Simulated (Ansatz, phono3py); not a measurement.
**KI (Fm-3m): lattice thermal conductivity**

Aim: the lattice thermal conductivity of KI against temperature, and which phonons carry it.

Measurements to reproduce:
- thermal conductivity 2.6 W/m/K near room temperature (given in “Combining the AFLOW GIBBS and Elastic Libraries to efficiently and robustly screen thermo-mechanical properties of solids”, 2017, arXiv:1611.05714)
- thermal conductivity 2.6 W/m/K near room temperature (given in “Predicting the lattice thermal conductivity of solids by solving the Boltzmann transport equation: AFLOW - AAPL an automated, accurate and efficient framework”, 2017, arXiv:1611.05481)

Calculated with Ansatz 0.2.0; DFT LDA, scalar-relativistic, plane waves, PAW; PAW set soft_1.

This is a report of a sequence of runs, with most program output left out.

### 1. Set-up

Symmetry: Fm-3m, No. 225, cubic system. The conventional cell has a = 7.066 Å, b = 7.066 Å, c = 7.066 Å, α = 90.00°, β = 90.00°, γ = 90.00°. K has 6 I at 3.53 Å nearest. Nearest to I lie 6 K at 3.53 Å. Farther neighbours and most contacts between anions are not listed.

### 2. Probe on a coarse mesh

A cheap single point shows whether the cell is a metal or an insulator and how far it is from rest; that sets the k-mesh and the occupations of what follows.

Input file input.yaml:

```yaml
crystal:
  lattice:
    - [0.0, 3.532775, 3.532775]
    - [3.532775, 0.0, 3.532775]
    - [3.532775, 3.532775, 0.0]
  atoms:
    - { symbol: K, position: [0.0, 0.0, 0.0] }
    - { symbol: I, position: [0.5, 0.5, 0.5] }
kpoints:
  mp_grid: { grid: [4, 4, 4] }
hamiltonian:
  xc: lda
  pseudopotentials: { kind: paw, azcp: { folder: soft_1 }, xc_functional: pbe }
scf:
  occupations: { method: gaussian, width: 0.1 }
  lower_state_search: "off"
output:
  forces: true
  stress: true
  eigenvalues: true
```

Launch:

```bash
> ansatz run input.yaml --threads 8 --pin off --max-ram 19456MiB --backend cpu --events-out ev --progress --plain --runs-dir out
```

Run time: 0.29 s. Hardware: 8 threads of Arm Neoverse V2, shared host; peak memory 0.32 GiB; 1.1 s of CPU time.

A gap read on the k-mesh alone can miss the band edges.

Numbers from this step:

```yaml
pressure: -1.304 GPa
gap_on_the_k_mesh: 3.605 eV
volume_per_atom: 44.09 Å³/atom
```

The start is under -1.3 GPa at this level and looks like an insulator or semiconductor on this mesh.

### 3. Relaxation

The vibrations must be taken about the equilibrium of this functional, not about the starting cell, so the structure is relaxed.

input.yaml, the sections that differ from step 2:

```yaml
kpoints:
  mp_grid: { grid: [6, 6, 6] }
scf:
  occupations: { method: gaussian, width: 0.02 }
  lower_state_search: "off"
relax:
  adjacent_minimum: "off"
  f_tol: 0.005
  max_steps: 80
  cell: { stress_tol: 0.05 }
# crystal, hamiltonian, output: as in step 2
```

The job ended after 1.4 s (8 threads; peak memory 0.38 GiB; 7.7 s of CPU time).

Relaxation path:

| step | energy less that of the first step (eV) | largest force component (eV/Å) | pressure (GPa) | volume (Å³) |
| --- | --- | --- | --- | --- |
| 1 | 0.0000 | 0.0000 | -1.31 | 88.18 |
| 2 | -0.0260 | 0.0000 | -0.87 | 84.45 |
| 3 | -0.0405 | 0.0000 | 0.28 | 77.93 |
| 4 | -0.0415 | 0.0000 | -0.04 | 79.41 |
| 5* | -0.0408 | 0.0000 | -0.04 | 79.41 |

Relaxation steps marked * repeat the geometry before them on a plane-wave basis chosen anew for their cell, so energy and pressure can jump there.

Forces are held to the 48 operations that the run works with; a distortion that breaks them can't arise in this run.

| conventional cell, symmetrised | before | after | change |
| --- | --- | --- | --- |
| a (Å) | 7.066 | 6.823 | -3.4 % |
| b (Å) | 7.066 | 6.823 | -3.4 % |
| c (Å) | 7.066 | 6.823 | -3.4 % |
| volume (Å³/atom) | 44.09 | 39.71 | -9.9 % |

Final coordinates:

```
K I
1.0
     0.00000    3.41157    3.41157
     3.41157    0.00000    3.41157
     3.41157    3.41157    0.00000
K I
1 1
Direct
  0.00000 0.00000 0.00000
  0.50000 0.50000 0.50000
```

Numbers from this step:

```
pressure          : -0.03674 GPa
gap on the k-mesh : 3.863 eV
volume per atom   : 39.71 Å³/atom
```

The relaxation ends with a pressure of -0.04 GPa.

### 4. A second relaxation

The relaxation is run once more from where the first one ended, as the script does after a large change of volume or of the gap, with mesh and occupations reviewed.

input.yaml, the sections that differ from step 3:

```yaml
crystal:
  lattice:
    - [0.0, 3.4115742948, 3.4115742948]
    - [3.4115742948, 0.0, 3.4115742948]
    - [3.4115742948, 3.4115742948, 0.0]
  atoms:
    - { symbol: K, position: [0.0, 0.0, 0.0] }
    - { symbol: I, position: [0.5, 0.5, 0.5] }
output:
  forces: true
  stress: true
  eigenvalues: true
  write_density: true
  write_potential: true
  elf: true
  volumetric_format: npy
# kpoints, hamiltonian, scf, relax: as in step 3
```

Elapsed: 0.69 s, on 8 threads; peak memory 0.36 GiB.

Little changed from the start: no atom moved by 0.005 Å and no cell edge by 0.1 %.

ELF in the ac plane of the conventional cell at fractional y = 0.000, with atoms of K and I within 0.2 Å of it. It is the smooth field of the valence electrons, not physical close to the nuclei.

Ten even steps from '_' (0.02) to '@' (0.86), each cell a mean:
```
%%@@%%::..**%%**------++##%%--..**@@@@
@@@@**..__**%%##++==++##%%%%::__==%%@@
**==..____==%%%%%%##%%%%%%**..__..--++
__________..==**########**--__________
====--::____....::::::....____..--====
%%%%%%**::______..::..______..==##%%%%
**##%%%%++____==##%%%%**::__::##%%%%##
--==##%%**__::%%@@@@@@@@++__--%%%%**--
==--**%%**__--@@@@##%%@@**..--%%##==--
----**%%**__--%%@@%%@@@@**__--%%##==--
==**%%%%++__..**@@@@@@%%--__--%%%%**++
##%%%%%%==____::==**++--____::**%%%%%%
####**==..____________________--**####
::::..______::--========--..____....::
::..______::**%%%%%%%%%%##==..______..
%%##==____++%%%%##**##%%%%##::__::**%%
@@@@##::..**%%##==----**%%%%::__++@@@@
##@@@@--..**%%**--==--==##%%--..##@@%%
```
Columns run along a (6.8 Å), rows up along c (6.8 Å), edges of the conventional cell, whose origin can differ from the input's. Atoms in or near the plane, at fractional coordinates: K at (0.00, 0.00), K at (0.50, 0.50), I at (0.50, 0.00), I at (0.00, 0.50).

Valence density in the ac plane of the conventional cell at fractional y = 0.000, with atoms of K and I within 0.2 Å of it. It is the smooth field of the valence electrons, not physical close to the nuclei.

Values in e/Å³, 10 rows by 16 columns, each cell a mean:
```
 3  2  0  0  0  0  2  6  8  3  1  0  0  0  1  3
 0  0  0  0  0  0  0  0  1  0  0  0  0  0  0  0
 0  0  0  0  0  0  0  0  0  0  0  0  0  0  0  0
 1  1  0  0  0  0  0  1  1  0  0  0  0  0  0  1
11  4  1  0  0  0  1  3  4  2  0  0  0  0  2  9
 8  3  1  0  0  0  1  3  3  2  0  0  0  0  2  6
 1  0  0  0  0  0  0  0  0  0  0  0  0  0  0  0
 0  0  0  0  0  0  0  0  0  0  0  0  0  0  0  0
 1  0  0  0  0  0  0  1  1  1  0  0  0  0  0  1
 4  2  0  0  0  0  2  9 11  4  1  0  0  0  1  3
```
Columns run along a (6.8 Å), rows up along c (6.8 Å), edges of the conventional cell, whose origin can differ from the input's. Atoms in or near the plane, at fractional coordinates: K at (0.00, 0.00), K at (0.50, 0.50), I at (0.50, 0.00), I at (0.00, 0.50).

Electrostatic potential energy in the ac plane of the conventional cell at fractional y = 0.000, with atoms of K and I within 0.2 Å of it. With pseudopotentials it is smooth inside the atoms' cores, unlike the true potential.

Values in eV, 10 rows by 16 columns, each cell a mean:
```
-33 -21  -1   6   7   0 -25 -23 -17 -29  -8   6   7   3 -13 -31
 -1   3   6   8   8   7   2  -6  -8  -1   6   8   8   7   4   0
  6   7   8   8   8   8   7   6   6   7   8   8   8   8   7   6
-18  -8   4   8   8   6   2  -6  -8  -1   5   7   8   6  -3 -15
 -8 -29 -12   5   6   2 -17 -35 -37 -27  -3   6   6  -1 -29 -15
-17 -29  -8   6   7   3 -13 -31 -33 -21  -1   6   7   0 -25 -23
 -8  -1   6   8   8   7   4   0  -1   3   6   8   8   7   2  -6
  6   7   8   8   8   8   7   6   6   7   8   8   8   8   7   6
 -8  -1   5   7   8   6  -3 -15 -18  -8   4   8   8   6   2  -6
-37 -27  -3   6   6  -1 -29 -15  -8 -29 -12   5   6   2 -17 -35
```
Columns run along a (6.8 Å; values clipped at the 3rd and 97th percentile), rows up along c (6.8 Å), edges of the conventional cell, whose origin can differ from the input's. Atoms in or near the plane, at fractional coordinates: K at (0.00, 0.00), K at (0.50, 0.50), I at (0.50, 0.00), I at (0.00, 0.50).

### 5. Relaxing to small residual forces and stress

The thresholds are tightened for a last relaxation ahead of the phonons, and where mesh or smearing change with them the cell follows.

input.yaml, the sections that differ from step 4:

```yaml
scf:
  occupations: { method: fixed }
  lower_state_search: "off"
output:
  forces: true
  stress: true
  eigenvalues: true
relax:
  adjacent_minimum: "off"
  f_tol: 0.001
  max_steps: 60
  cell: { stress_tol: 0.01 }
# crystal, kpoints, hamiltonian: as in step 4
```

Run time: 1.1 s. Hardware: 8 threads; peak memory 0.36 GiB.

Little changed from the start: no atom moved by 0.005 Å and no cell edge by 0.1 %.

This step gave:

| Quantity | Value |
| --- | --- |
| pressure | 1.04e-4 GPa |
| gap on the k-mesh | 3.869 eV |
| volume per atom | 39.62 Å³/atom |

The residual pressure is 1.0e-4 GPa, small enough for phonons.

### 6. A cheap rung, k-mesh 4×4×4, third order supercell 2×2×2

A small supercell and a short cutoff cost little, and show how far such settings carry.

Input file input.yaml:

```yaml
crystal:
  lattice:
    - [0.0, 3.4089447823, 3.4089447823]
    - [3.4089447823, 0.0, 3.4089447823]
    - [3.4089447823, 3.4089447823, 0.0]
  atoms:
    - { symbol: K, position: [0.0, 0.0, 0.0] }
    - { symbol: I, position: [0.5, 0.5, 0.5] }
kpoints:
  mp_grid: { grid: [4, 4, 4] }
hamiltonian:
  xc: lda
  pseudopotentials: { kind: paw, azcp: { folder: soft_1 }, xc_functional: pbe }
scf:
  occupations: { method: fixed }
  lower_state_search: "off"
output:
  eigenvalues: true
phonons:
  method: fd
  dielectric: true
  qmesh: [4, 4, 4]
  temperatures: { t_max: 1000, t_step: 50 }
  qpath:
    path:
      - [[0.0, 0.0, 0.0], [0.5, 0.0, 0.5], [0.625, 0.25, 0.625]]
      - [[0.375, 0.375, 0.75], [0.0, 0.0, 0.0], [0.5, 0.5, 0.5], [0.5, 0.25, 0.75], [0.5, 0.0, 0.5]]
    npoints: 10
  third_order: { supercell: [2, 2, 2], pair_cutoff: 3.559 }
  lattice_thermal_conductivity:
    qmesh: [9, 9, 9]
    temperatures: [50.0, 100.0, 150.0, 200.0, 300.0, 400.0, 500.0]
    isotope_mass_variance: [{ species: I, variance: 0.0 }, { species: K, variance: 0.000164 }]
```

The job ended after 73 s (8 threads; peak memory 2.7 GiB).

Numbers from this step:

```
Γ frequencies                              : 0, 0, 0, 114.7, 114.7, 114.7 cm⁻¹ (negative: imaginary)
lowest frequency on the path               : 0 cm⁻¹
zero-point energy                          : 0.03083 eV/cell
point group                                : m-3m
highest frequency                          : 145.9 cm⁻¹
Debye temperature from the second moment   : 169 K
κ at 300 K (relaxation time)               : 6.357 W/m/K
κ at 300 K (full solution)                 : 6.735 W/m/K
dipole term                                : run
mean free path at half of κ                : 54.2 nm
share of κ above the three lowest branches : 0.021
third-order blocks                         : 38
periodic aliases dropped                   : 0
largest relative sum-rule correction       : 0.03124
displaced cells, third order               : 22
```

W/m/K. Kappa, by row:

| T (K) | RTA xx | RTA yy | RTA zz | full xx | full yy | full zz | coherence part xx | coherence part yy | coherence part zz | ending | iterations | least Ritz value |
| --- | --- | --- | --- | --- | --- | --- | --- | --- | --- | --- | --- | --- |
| 50 | 46.1 | 46.1 | 46.1 | 48.98 | 48.98 | 48.98 | 0.008134 | 0.008134 | 0.008134 | converged | 8 | 0.627 |
| 100 | 19.91 | 19.91 | 19.91 | 21.06 | 21.06 | 21.06 | 0.02255 | 0.02255 | 0.02255 | converged | 9 | 0.598 |
| 150 | 12.88 | 12.88 | 12.88 | 13.63 | 13.63 | 13.63 | 0.033 | 0.033 | 0.033 | converged | 9 | 0.588 |
| 200 | 9.57 | 9.57 | 9.57 | 10.13 | 10.13 | 10.13 | 0.04122 | 0.04122 | 0.04122 | converged | 9 | 0.584 |
| 300 | 6.357 | 6.357 | 6.357 | 6.735 | 6.735 | 6.735 | 0.05388 | 0.05388 | 0.05388 | converged | 9 | 0.58 |
| 400 | 4.779 | 4.779 | 4.779 | 5.063 | 5.063 | 5.063 | 0.06324 | 0.06324 | 0.06324 | converged | 9 | 0.578 |
| 500 | 3.838 | 3.838 | 3.838 | 4.067 | 4.067 | 4.067 | 0.07025 | 0.07025 | 0.07025 | converged | 9 | 0.577 |

This rung gives 6.36 W/(m K) at 300 K by relaxation time, but with 16 atoms, 1 neighbour distance inside the cutoff and a 9×9×9 mesh it is a test, not the conductivity of the crystal.

### 7. A cheap rung, k-mesh 6×6×6, third order supercell 3×3×3

input.yaml, the sections that differ from step 6:

```yaml
kpoints:
  mp_grid: { grid: [6, 6, 6] }
phonons:
  method: fd
  dielectric: true
  qmesh: [6, 6, 6]
  temperatures: { t_max: 1000, t_step: 50 }
  qpath:
    path:
      - [[0.0, 0.0, 0.0], [0.5, 0.0, 0.5], [0.625, 0.25, 0.625]]
      - [[0.375, 0.375, 0.75], [0.0, 0.0, 0.0], [0.5, 0.5, 0.5], [0.5, 0.25, 0.75], [0.5, 0.0, 0.5]]
    npoints: 10
  third_order: { supercell: [3, 3, 3], pair_cutoff: 3.559 }
  lattice_thermal_conductivity:
    qmesh: [15, 15, 15]
    temperatures: [50.0, 100.0, 150.0, 200.0, 300.0, 400.0, 500.0]
    isotope_mass_variance: [{ species: I, variance: 0.0 }, { species: K, variance: 0.000164 }]
# crystal, hamiltonian, scf, output: as in step 6
```

Elapsed: 29 min, on 8 threads; peak memory 14 GiB; 3.7 h of CPU time.

This step gave:

```
Γ frequencies                              : 0, 0, 0, 114.9, 114.9, 114.9 cm⁻¹ (negative: imaginary)
zero-point energy                          : 0.03086 eV/cell
highest frequency                          : 146.1 cm⁻¹
κ at 300 K (relaxation time)               : 5.665 W/m/K
κ at 300 K (full solution)                 : 6.153 W/m/K
mean free path at half of κ                : 36.8 nm
share of κ above the three lowest branches : 0.022
largest relative sum-rule correction       : 0.02755
displaced cells, third order               : 33
```

W/m/K. Kappa, by row:

| T (K) | RTA xx | RTA yy | RTA zz | full xx | full yy | full zz | coherence part xx | coherence part yy | coherence part zz | ending | iterations | least Ritz value |
| --- | --- | --- | --- | --- | --- | --- | --- | --- | --- | --- | --- | --- |
| 50 | 42.63 | 42.63 | 42.63 | 46.48 | 46.48 | 46.48 | 0.007036 | 0.007036 | 0.007036 | converged | 9 | 0.612 |
| 100 | 17.92 | 17.92 | 17.92 | 19.44 | 19.44 | 19.44 | 0.01792 | 0.01792 | 0.01792 | converged | 9 | 0.581 |
| 150 | 11.53 | 11.53 | 11.53 | 12.51 | 12.51 | 12.51 | 0.02539 | 0.02539 | 0.02539 | converged | 9 | 0.571 |
| 200 | 8.545 | 8.545 | 8.545 | 9.277 | 9.277 | 9.277 | 0.03146 | 0.03146 | 0.03146 | converged | 9 | 0.567 |
| 300 | 5.665 | 5.665 | 5.665 | 6.153 | 6.153 | 6.153 | 0.04151 | 0.04151 | 0.04151 | converged | 9 | 0.564 |
| 400 | 4.254 | 4.254 | 4.254 | 4.621 | 4.621 | 4.621 | 0.04965 | 0.04965 | 0.04965 | converged | 9 | 0.562 |
| 500 | 3.415 | 3.415 | 3.415 | 3.71 | 3.71 | 3.71 | 0.05633 | 0.05633 | 0.05633 | converged | 9 | 0.561 |

This rung gives 5.67 W/(m K) at 300 K by relaxation time, but with 54 atoms, 1 neighbour distance inside the cutoff and a 15×15×15 mesh it is a test, not the conductivity of the crystal.

### 8. Levels and costs side by side

Ladder, by row:

| cells or q mesh | k mesh | pair cutoff | atoms in the supercell | q-mesh of the transport sums | κ at 300 K (relaxation time) (W/m/K) | κ at 300 K (full solution) (W/m/K) | core-minutes |
| --- | --- | --- | --- | --- | --- | --- | --- |
| 4x4x4 | 4x4x4 | 3.559 | 16 | 9×9×9 | 6.357 | 6.735 | 9.1 |
| 6x6x6 | 6x6x6 | 3.559 | 54 | 15×15×15 | 5.665 | 6.153 | 224.7 |

### 9. Results

| Item | Value |
| --- | --- |
| conductivity | not obtained on sound settings |

In words: No conductivity was obtained: no run with a large enough supercell and cutoff finished.

[Logs are printed without paths, hosts, clocks, repeated set-up lines and the standing remarks that a program may print on its own settings, such as how far it seeks lower states.]

[Hosts, paths, dates, database ids (printed as entryN), source tags and the programs' standing remarks are cut or masked in the printed files.]

[A step with changed settings may run another functional than the one named; its input shows which.]
